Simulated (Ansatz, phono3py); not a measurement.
# Phonon transport in ZnS (F-43m), part 2 of 3

Wanted: κ(T), lifetimes and mean free paths for ZnS.

Experimental results on record:
- thermal conductivity 27 W/m/K near room temperature (given in “Combining the AFLOW GIBBS and Elastic Libraries to efficiently and robustly screen thermo-mechanical properties of solids”, 2017, arXiv:1611.05714)

Ansatz 0.2.0; DFT LDA, scalar-relativistic, plane waves, PAW.

So far. Step 2 (Probe on a coarse mesh): The start is under -4.5 GPa at this level and looks like an insulator or semiconductor on this mesh. Step 4 (Relaxing to small residual forces and stress): The residual pressure is -0.0051 GPa, small enough for phonons. The relaxed cell has a = 5.297 Å (conventional setting).

The database entry behind the starting cell differs from later determinations by our own check (about 0.1 % short), so it need not match the best structure at ambient conditions.

### 6. A cheap rung, k-mesh 8×8×8, third order supercell 2×2×2

A small supercell and a short cutoff cost little, and show how far such settings carry.

input.yaml reads:

```yaml
crystal:
  lattice:
    - [0.0, 2.648399343, 2.648399343]
    - [2.648399343, 0.0, 2.648399343]
    - [2.648399343, 2.648399343, 0.0]
  atoms:
    - { symbol: Zn, position: [0.25, 0.25, 0.25] }
    - { symbol: S, position: [0.0, 0.0, 0.0] }
kpoints:
  mp_grid: { grid: [8, 8, 8] }
hamiltonian:
  xc: lda
scf:
  occupations: { method: fixed }
output:
  eigenvalues: true
phonons:
  method: fd
  dielectric: true
  supercell: [2, 2, 2]
  temperatures: { t_max: 1000, t_step: 50 }
  qpath:
    path:
      - [[0.0, 0.0, 0.0], [-0.5, -0.5, 0.0], [-0.375, -0.375, 0.25]]
      - [[-0.375, 0.0, 0.375], [0.0, 0.0, 0.0], [0.0, 0.0, 0.5], [-0.5, -0.25, 0.25], [-0.5, -0.5, 0.0]]
    npoints: 10
  third_order: { supercell: [2, 2, 2], pair_cutoff: 2.444 }
  lattice_thermal_conductivity:
    qmesh: [11, 11, 11]
    temperatures: [100.0, 150.0, 200.0, 300.0, 400.0, 500.0, 600.0, 800.0]
    isotope_mass_variance:
      - { species: S, variance: 0.0001651 }
      - { species: Zn, variance: 0.0005982 }
```

Launch:

```console
> ansatz run input.yaml --threads 8 --pin off --max-ram 16384MiB --backend cpu --events-out ev --progress --plain --runs-dir out
```

Numbers of over 12 decimals in the logs are rounded to 6 here.

The program printed:

```text
Warning: phonons: the dynamical matrix that this run interpolates holds no multipole term above the dipole-dipole one, and a site of this crystal is no centre of inversion, so its interpolated transverse optical and acoustic branches and sound speeds can stay off near Gamma, and the density of states and the thermodynamics with them. What a run solves at a wave vector of phonons.qpoints, Gamma apart, where the deck admits one, is free of this, and under fd what a larger phonons.supercell samples
Warning: phonons.dielectric: true without phonons.rigid_motions: the static dielectric tensor ε⁰ will be withheld (ε∞, Z* and the rows of modes are given); for a crystal or a slab, whose only rigid motions are the translations, set phonons.rigid_motions: translations
[...]
Crystal: 16 atoms, lattice volume = 297.215 Å³
Basis set: ecut = 420 eV, 5817 PW (Γ)
Bands: 88, of which v1, the nominal top of the filled ones, is band 72 counted from 1 (71 counted from 0)
Symmetry: 192 space group operations
k-points: 8 of 64 (time reversal used)
[...]
SCF iter   1: F=—  HF=-32939.512312 eV  |F-HF|=—  |Δ(HF+E_count)|=         —  Δρ=1.11e-7  dr2=2.50e-11  ethr=1.00e-12  ⟨swp⟩=3.0  Hψ=1812  notcnv=0
[...]
SCF iter   2: F=-32939.512312 eV  HF=-32939.512312 eV  |F-HF|=1.46e-11  |Δ(HF+E_count)|=  7.28e-12  Δρ=5.85e-8  dr2=6.26e-12  ethr=1.00e-12  ⟨swp⟩=3.6  Hψ=1896  notcnv=0
SCF 1 converged in 2 iterations: F = -32939.512312 eV  dr2 = 6.26e-12
[...]
Crystal: 2 atoms, lattice volume = 37.152 Å³
Basis set: ecut = 420 eV, 725 PW (Γ), exchange–correlation on 54×54×54 points (8 copies of the dense FFT grid, shifted against one another)
Bands: 13, of which v1, the nominal top of the filled ones, is band 9 counted from 1 (8 counted from 0)
Symmetry: 24 space group operations
k-points: 95 of 512 (irreducible under 4 space group operations, time reversal used)
[...]
SCF iter   3: F=-4117.439039 eV  HF=-4117.439039 eV  |F-HF|=1.91e-11  |Δ(HF+E_count)|=  3.18e-11  Δρ=3.08e-7  dr2=2.35e-11  ethr=1.00e-12  ⟨swp⟩=1.0  Hψ=3371  notcnv=0
SCF 2 converged in 3 iterations: F = -4117.439039 eV  dr2 = 2.35e-11
[...]
DFPT response loops at Γ: preconditioner auto → none (the input reference at scf.mixing.eps_inf says where Resta's filter doesn't serve); β = 0.50; Broyden in place of MSR1
── the response to a field inside a basis, on 8×8×8 k-points: an SCF that follows is theirs, and a resumed run solves both again ──
Bands: 10, of which v1, the nominal top of the filled ones, is band 9 counted from 1 (8 counted from 0)
k-points: 60 of 512 (irreducible under 6 space group operations, time reversal used)
[...]
Eigensolver: Dense (60 Hₖ)
SCF iter   1: F=—  HF=-4117.439145 eV  |F-HF|=—  |Δ(HF+E_count)|=         —  Δρ=1.66e-4  dr2=2.43e-6  ethr=1.00e-1
[...]
SCF iter   4: F=-4117.439144 eV  HF=-4117.439144 eV  |F-HF|=6.41e-9  |Δ(HF+E_count)|=   7.45e-7  Δρ=8.07e-6  dr2=1.06e-8  ethr=5.98e-9
SCF 1 converged in 4 iterations: F = -4117.439144 eV  dr2 = 1.06e-8
[...]
Symmetry: 2 space group operations
k-points: 24 of 64 (time reversal used)
[...]
SCF iter   9: F=-32939.512280 eV  HF=-32939.512280 eV  |F-HF|=0.00e0  |Δ(HF+E_count)|=  1.46e-11  Δρ=1.76e-8  dr2=7.53e-13  ethr=1.00e-12  ⟨swp⟩=5.0  Hψ=8922  notcnv=0
SCF 2 converged in 9 iterations: F = -32939.512280 eV  dr2 = 7.53e-13
[...]
SCF iter   9: F=-32939.512287 eV  HF=-32939.512287 eV  |F-HF|=1.46e-11  |Δ(HF+E_count)|=    0.00e0  Δρ=1.86e-8  dr2=1.43e-12  ethr=1.00e-12  ⟨swp⟩=4.0  Hψ=9129  notcnv=0
SCF 3 converged in 9 iterations: F = -32939.512287 eV  dr2 = 1.43e-12
[...]
SCF iter   3: F=-32939.512312 eV  HF=-32939.512312 eV  |F-HF|=1.02e-10  |Δ(HF+E_count)|=  1.31e-10  Δρ=2.44e-7  dr2=1.15e-10  ethr=1.00e-12  ⟨swp⟩=2.5  Hψ=1993  notcnv=0
SCF 4 converged in 3 iterations: F = -32939.512312 eV  dr2 = 1.15e-10
Symmetry: 48 space group operations
k-points: 13 of 64 (time reversal used)
[...]
SCF iter   3: F=-32939.512312 eV  HF=-32939.512312 eV  |F-HF|=1.75e-10  |Δ(HF+E_count)|=  9.46e-11  Δρ=3.25e-7  dr2=2.14e-10  ethr=1.00e-12  ⟨swp⟩=2.0  Hψ=3165  notcnv=0
SCF 5 converged in 3 iterations: F = -32939.512312 eV  dr2 = 2.14e-10
Symmetry: 6 space group operations
[...]
SCF iter   9: F=-32939.508947 eV  HF=-32939.508947 eV  |F-HF|=2.18e-11  |Δ(HF+E_count)|=   1.52e-9  Δρ=1.94e-7  dr2=1.67e-10  ethr=1.00e-12  ⟨swp⟩=2.1  Hψ=4051  notcnv=0
SCF 6 converged in 9 iterations: F = -32939.508947 eV  dr2 = 1.67e-10
[...]
SCF 7 converged in 10 iterations: F = -32939.501635 eV  dr2 = 8.52e-11
[...]
SCF 8 converged in 9 iterations: F = -32939.509249 eV  dr2 = 2.01e-10
[...]
SCF 9 converged in 9 iterations: F = -32939.506755 eV  dr2 = 2.44e-10
[...]
SCF 10 converged in 9 iterations: F = -32939.502199 eV  dr2 = 3.66e-10
Symmetry: 1 space group operations
k-points: 36 of 64 (time reversal used)
[...]
SCF 11 converged in 9 iterations: F = -32939.505234 eV  dr2 = 2.35e-10
[...]
SCF 12 converged in 9 iterations: F = -32939.503471 eV  dr2 = 2.70e-10
[...]
SCF 13 converged in 9 iterations: F = -32939.503583 eV  dr2 = 2.76e-10
[...]
SCF 14 converged in 9 iterations: F = -32939.505051 eV  dr2 = 2.81e-10
[...]
SCF 15 converged in 9 iterations: F = -32939.508669 eV  dr2 = 2.02e-10
[...]
SCF 16 converged in 9 iterations: F = -32939.509452 eV  dr2 = 2.59e-10
[...]
SCF 17 converged in 9 iterations: F = -32939.500873 eV  dr2 = 9.29e-10
[...]
SCF 18 converged in 9 iterations: F = -32939.501269 eV  dr2 = 1.66e-10
[...]
SCF 19 converged in 9 iterations: F = -32939.506702 eV  dr2 = 2.07e-10
[...]
SCF 20 converged in 9 iterations: F = -32939.503235 eV  dr2 = 2.49e-10
[...]
SCF 21 converged in 9 iterations: F = -32939.505011 eV  dr2 = 1.98e-10
[...]
SCF 33 converged in 9 iterations: F = -32939.507882 eV  dr2 = 1.07e-10
[...]
SCF iter   9: F=-32939.502197 eV  HF=-32939.502197 eV  |F-HF|=0.00e0  |Δ(HF+E_count)|=  5.97e-10  Δρ=2.85e-7  dr2=3.33e-10  ethr=1.00e-12  ⟨swp⟩=4.0  Hψ=7217  notcnv=0
SCF 34 converged in 9 iterations: F = -32939.502197 eV  dr2 = 3.33e-10
[...]
SCF iter   9: F=-32939.506754 eV  HF=-32939.506754 eV  |F-HF|=4.37e-11  |Δ(HF+E_count)|=   1.08e-9  Δρ=2.46e-7  dr2=2.22e-10  ethr=1.00e-12  ⟨swp⟩=4.0  Hψ=7333  notcnv=0
SCF 35 converged in 9 iterations: F = -32939.506754 eV  dr2 = 2.22e-10
[...]
SCF iter   9: F=-32939.508339 eV  HF=-32939.508339 eV  |F-HF|=1.24e-10  |Δ(HF+E_count)|=  3.42e-10  Δρ=1.67e-7  dr2=1.10e-10  ethr=1.00e-12  ⟨swp⟩=4.0  Hψ=6989  notcnv=0
SCF 36 converged in 9 iterations: F = -32939.508339 eV  dr2 = 1.10e-10
[...]
SCF iter   9: F=-32939.498272 eV  HF=-32939.498272 eV  |F-HF|=2.04e-10  |Δ(HF+E_count)|=   1.02e-9  Δρ=2.47e-7  dr2=2.68e-10  ethr=1.00e-12  ⟨swp⟩=4.0  Hψ=7216  notcnv=0
SCF 37 converged in 9 iterations: F = -32939.498272 eV  dr2 = 2.68e-10
[...]
SCF iter   9: F=-32939.503478 eV  HF=-32939.503478 eV  |F-HF|=5.82e-11  |Δ(HF+E_count)|=   1.22e-9  Δρ=2.47e-7  dr2=2.38e-10  ethr=1.00e-12  ⟨swp⟩=4.0  Hψ=10949  notcnv=0
SCF 38 converged in 9 iterations: F = -32939.503478 eV  dr2 = 2.38e-10
[...]
SCF iter   9: F=-32939.505245 eV  HF=-32939.505245 eV  |F-HF|=0.00e0  |Δ(HF+E_count)|=  2.76e-10  Δρ=2.57e-7  dr2=2.47e-10  ethr=1.00e-12  ⟨swp⟩=4.0  Hψ=10821  notcnv=0
SCF 39 converged in 9 iterations: F = -32939.505245 eV  dr2 = 2.47e-10
[...]
SCF iter   9: F=-32939.505072 eV  HF=-32939.505072 eV  |F-HF|=2.18e-11  |Δ(HF+E_count)|=  7.79e-10  Δρ=2.91e-7  dr2=3.20e-10  ethr=1.00e-12  ⟨swp⟩=4.0  Hψ=7216  notcnv=0
SCF 40 converged in 9 iterations: F = -32939.505072 eV  dr2 = 3.20e-10
[...]
SCF iter   9: F=-32939.503578 eV  HF=-32939.503578 eV  |F-HF|=2.91e-11  |Δ(HF+E_count)|=  1.60e-10  Δρ=2.37e-7  dr2=2.09e-10  ethr=1.00e-12  ⟨swp⟩=4.0  Hψ=7141  notcnv=0
SCF 41 converged in 9 iterations: F = -32939.503578 eV  dr2 = 2.09e-10
SCF converged after 2 iterations
Free energy (F): -32939.512312 eV
[...]
Internal energy: -32939.512312 eV  (E = F + TS)
E sigma→0 (E₀):  -32939.512312 eV
Fermi energy:    6.315891 eV
[...]
--- Band table (eV; the first three rows and the last of 8) ---
  k-point 0: bands = [... 68 lower, 5.3479, 6.3159, 6.3159, 6.3159, 8.4412, 9.3665, 9.3665, 9.3665, ... 12 higher]
  k-point 1: bands = [... 68 lower, 5.4708, 5.4708, 6.1485, 6.1485, 9.2828, 9.6092, 9.7967, 9.7967, ... 12 higher]
  k-point 2: bands = [... 68 lower, 5.7885, 5.7885, 5.7885, 5.7885, 9.7468, 9.7468, 10.4321, 10.4321, ... 12 higher]
  k-point 7: bands = [... 68 lower, 5.3050, 5.3050, 5.3050, 5.3050, 11.1479, 11.1479, 11.1479, 11.1479, ... 12 higher]
--- Phonons: 2 displaced members + reference (amplitude 0.0025 Å, Σ member SCF iterations 18) ---
  symmetry images taken by strict's conditions (phonons.symmetry_images: auto; settled by the asymmetry read); asymmetry of the core-correction force 1.2e-7 eV/Å at the most on a site, 1.1e-6 eV/Å summed over every site of the supercell
  ASR residual: 7.072e-5 → 0.000e0 eV/Å²; symmetrization residual: 1.650e-5 eV/Å²
  largest component of a force at the reference: 1.2e-16 eV/Å
  ASR residual per site (eV/Å²): 6.01e-5 7.07e-5
  Γ frequencies (cm⁻¹): 0.00 0.00 0.00 291.02 291.02 291.02
  Unit cell's response to a homogeneous field: 3 representative field directions (Σ response iterations 15)
  ε∞ (high-frequency dielectric tensor):
        6.184200    -0.000000    -0.000000
       -0.000000     6.184200     0.000000
       -0.000000     0.000000     6.184200
  ε⁰ (static dielectric tensor): not given — the deck does not say what the cell's rigid motions are, and on a molecule in a box or a wire the rigid rotations would enter the sum over the modes at Γ. For a crystal or a slab, whose only rigid motions are the translations, set phonons.rigid_motions: translations.
  Born effective charges Z* (e; rows j = field, columns β = displacement):
    site 0:
         1.90294   -0.00000    0.00000
        -0.00000    1.90294    0.00000
        -0.00000    0.00000    1.90294
    site 1:
        -1.90294    0.00000   -0.00000
         0.00000   -1.90294   -0.00000
         0.00000   -0.00000   -1.90294
  Z* charge neutrality: 2.368e-5 e pre-enforcement
  solved inside a basis spanned on the 8×8×8 k-mesh, on 8×8×8 k-points, its susceptibility summed on 12×12×12: ε∞ is read to err by 1.6e-2, Z* by 1.2e-2 e; Z* is corrected for what the basis lacks
  optical modes at Γ without the LO–TO term, one row a degenerate level:
      ω (cm⁻¹)  modes    IR ((D/Å)²/amu)
        291.02      3            11.6510
  optical modes at Γ + LO–TO along q̂ = [1.0000, 0.0000, 0.0000]:
      ω (cm⁻¹)  modes    IR ((D/Å)²/amu)
        291.02      2             7.7673
        347.48      1             3.8837
  optical modes at Γ + LO–TO along q̂ = [0.0000, 1.0000, 0.0000]:
      ω (cm⁻¹)  modes    IR ((D/Å)²/amu)
        291.02      2             7.7673
        347.48      1             3.8837
  optical modes at Γ + LO–TO along q̂ = [0.0000, 0.0000, 1.0000]:
      ω (cm⁻¹)  modes    IR ((D/Å)²/amu)
        291.02      2             7.7673
        347.48      1             3.8837
  density of states and harmonic sums: on the 20×20×20 q-mesh, interpolated from the force constants of a 2×2×2 supercell (with the dipole–dipole term)
  largest difference from the sums on the solved wave vectors: F 5.87e-2 eV, S 9.10e-5 and C_V 3.22e-5 eV/K
  zero-point energy: 0.081917 eV/cell   skipped modes (ω ≤ 0): 3   left out of the sums: 6.25e-5 of the cell's modes: C_V's classical limit lies that fraction below 3 k_B per atom; for a crystal, a wire or a layer, F and S can be off by more, and a phonons.interpolated_qmesh denser along its periods is the remedy for the sampling
--- Third-order force constants: 36 member SCFs in a 2×2×2 supercell (pair cutoff 2.444 Å, amplitude 0.03 Å, SCF threshold 1.00e-9 eV, Σ member SCF iterations 324) ---
[...]
26 force-constant blocks with the first atom in the home cell, fitted with 10 parameters over 4 symmetry orbits; no atom triplet left out
  sum-rule residual: 3.994e-1 → 1.695e-14 eV/Å³; symmetrization residual: 1.656e-2 eV/Å³; largest sum-rule correction relative to its orbit: 5.015e-2, on the orbit of the block of home site 0 with site 0 of cell (0, 0, 0) and site 1 of cell (0, 0, 0), whose norm before the correction was 2.870e1 eV/Å³
--- Lattice thermal conductivity: 11×11×11 mesh (56 irreducible points), tetrahedron method ---
  three-phonon and isotope scattering only; four-phonon, boundary and, in a metal, phonon-electron scattering are left out
  each conductivity is what the modes' populations carry and what the coherences between them add
  conductivity (a third of the tensor's trace), W/(m K), in the relaxation-time approximation and from the full solution:
       T (K)   relaxation time   full solution  iterations             ending  least Ritz value
      100.00           82.9588         80.7278           6          converged          8.023e-1
      150.00           56.1218         54.4841           7          converged          7.482e-1
      200.00           42.6894         41.4221           7          converged          7.335e-1
      300.00           29.1961         28.3229           7          converged          7.189e-1
      400.00           22.3188         21.6506           7          converged          7.112e-1
      500.00           18.1090         17.5670           7          converged          7.064e-1
      600.00           15.2552         14.7990           7          converged          7.031e-1
      800.00           11.6237         11.2767           7          converged          6.987e-1
```

The job ended after 6.1 min (8 threads of Arm Neoverse V1, shared host; peak memory 1.7 GiB; 46 min of CPU time).

This step gave:

```
Γ frequencies                              : 0, 0, 0, 291.0, 291.0, 291.0 cm⁻¹ (negative: imaginary)
lowest frequency on the path               : 0 cm⁻¹
zero-point energy                          : 0.08192 eV/cell
point group                                : -43m
highest frequency                          : 347.5 cm⁻¹
Debye temperature from the second moment   : 455 K
κ at 300 K (relaxation time)               : 29.2 W/m/K
κ at 300 K (full solution)                 : 28.32 W/m/K
dipole term                                : run
mean free path at half of κ                : 114 nm
share of κ above the three lowest branches : 0.005
third-order blocks                         : 26
periodic aliases dropped                   : 0
largest relative sum-rule correction       : 0.05015
displaced cells, third order               : 36
```

W/m/K. Kappa, by row:

| T (K) | RTA xx | RTA yy | RTA zz | full xx | full yy | full zz | coherence part xx | coherence part yy | coherence part zz | ending | iterations | least Ritz value |
| --- | --- | --- | --- | --- | --- | --- | --- | --- | --- | --- | --- | --- |
| 100 | 82.96 | 82.96 | 82.96 | 80.73 | 80.73 | 80.73 | 0.007799 | 0.007799 | 0.007799 | converged | 6 | 0.802 |
| 150 | 56.12 | 56.12 | 56.12 | 54.48 | 54.48 | 54.48 | 0.01557 | 0.01557 | 0.01557 | converged | 7 | 0.748 |
| 200 | 42.69 | 42.69 | 42.69 | 41.42 | 41.42 | 41.42 | 0.02146 | 0.02146 | 0.02146 | converged | 7 | 0.734 |
| 300 | 29.2 | 29.2 | 29.2 | 28.32 | 28.32 | 28.32 | 0.02991 | 0.02991 | 0.02991 | converged | 7 | 0.719 |
| 400 | 22.32 | 22.32 | 22.32 | 21.65 | 21.65 | 21.65 | 0.03668 | 0.03668 | 0.03668 | converged | 7 | 0.711 |
| 500 | 18.11 | 18.11 | 18.11 | 17.57 | 17.57 | 17.57 | 0.0429 | 0.0429 | 0.0429 | converged | 7 | 0.706 |
| 600 | 15.26 | 15.26 | 15.26 | 14.8 | 14.8 | 14.8 | 0.04888 | 0.04888 | 0.04888 | converged | 7 | 0.703 |
| 800 | 11.62 | 11.62 | 11.62 | 11.28 | 11.28 | 11.28 | 0.06048 | 0.06048 | 0.06048 | converged | 7 | 0.699 |

This rung gives 29.2 W/(m K) at 300 K by relaxation time, but with 16 atoms, 1 neighbour distance inside the cutoff and a 11×11×11 mesh it is a test, not the conductivity of the crystal.

(Part 2 of 3 ends here.)

[Logs are printed without paths, hosts, clocks, repeated set-up lines and the standing remarks that a program may print on its own settings, such as how far it seeks lower states.]

[Hosts, paths, dates, database ids (printed as entryN), source tags and the programs' standing remarks are cut or masked in the printed files.]

[A step with changed settings may run another functional than the one named; its input shows which.]
